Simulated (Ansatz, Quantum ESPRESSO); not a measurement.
# Work functions of clean metal faces in two plane-wave codes, Ni(110) to Nb(100)

Do two independent codes agree on PBE work functions, and is their disagreement small beside the miss against experiment?

Set-up. Quantum ESPRESSO 7.5 (pw.x, pp.x): slabs at the tabulated lattice constant, outer layers relaxed under PBE by Ansatz 0.2.0 (PAW) or by pw.x, 16 to 19 Å of vacuum, cold smearing of 0.02 Ry, SCF threshold 1e-7 Ry, k-spacings of 0.17 to 0.35 Å⁻¹ (2π included); slabs of magnetic metals were started with moments, and † marks those that keep one. The work function is the vacuum level of the electrostatic potential less the Fermi level. GBRV ultrasoft files. The second code, Ansatz 0.2.0, uses PAW datasets and Fermi-Dirac smearing of 0.1 eV on the same atoms and mesh.

Results:

| face | layers | k mesh | pw.x (eV) | Ansatz (eV) | pw.x − Ansatz (eV) | measured (eV) |
| --- | --- | --- | --- | --- | --- | --- |
| Ni(110) † | 7 | 8×12 | 4.55 | 4.55 | 0.00 | 4.55 |
| Ni(111) † | 5 | 12×12 | 5.04 | 5.05 | −0.01 | 5.36 |
| Cu(100) | 7 | 10×10 | 4.57 | 4.56 | +0.01 | 4.73 |
| Cu(110) | 7 | 8×10 | 4.34 | 4.35 | −0.01 | 4.56 |
| Cu(111) | 5 | 12×12 | 4.78 | 4.79 | −0.02 | 4.90 |
| Zn(0001) | 6 | 12×12 | 4.03 | 4.05 | −0.02 | - |
| Sr(100) | 7 | 6×6 | 2.52 | 2.54 | −0.02 | - |
| Sr(110) | 7 | 4×6 | 2.55 | 2.58 | −0.03 | - |
| Sr(111) | 5 | 6×6 | 2.65 | 2.68 | −0.03 | - |
| Y(0001) | 6 | 6×6 | 3.29 | 3.36 | −0.07 | - |
| Zr(0001) | 6 | 12×12 | 4.17 | 4.17 | 0.00 | - |
| Nb(100) | 7 | 8×8 | 3.62 | 3.60 | +0.02 | 3.97 |

**Reading.** The codes differ by 0.021 eV on average and by at most 0.07 eV, on Y(0001). pw.x lies above Ansatz on 3 faces and below on 9. Against the 6 measured values on unreconstructed faces pw.x misses by 0.20 eV on average (mean signed −0.20 eV), 15 times the difference between the codes on those faces, so functional, model slab and the scatter of the measurements limit the comparison, not the implementation.

What the numbers leave out: Slabs this thin leave some 0.05 to 0.1 eV open. The two smearings differ.  Measured values, compiled in “Anisotropic work function of elemental crystals” (2019, arxiv:1902.07811), differ between sources by 0.1 eV or more. Of 71 clean slabs run, each face is listed once, in this or a sister table, where both codes converged.
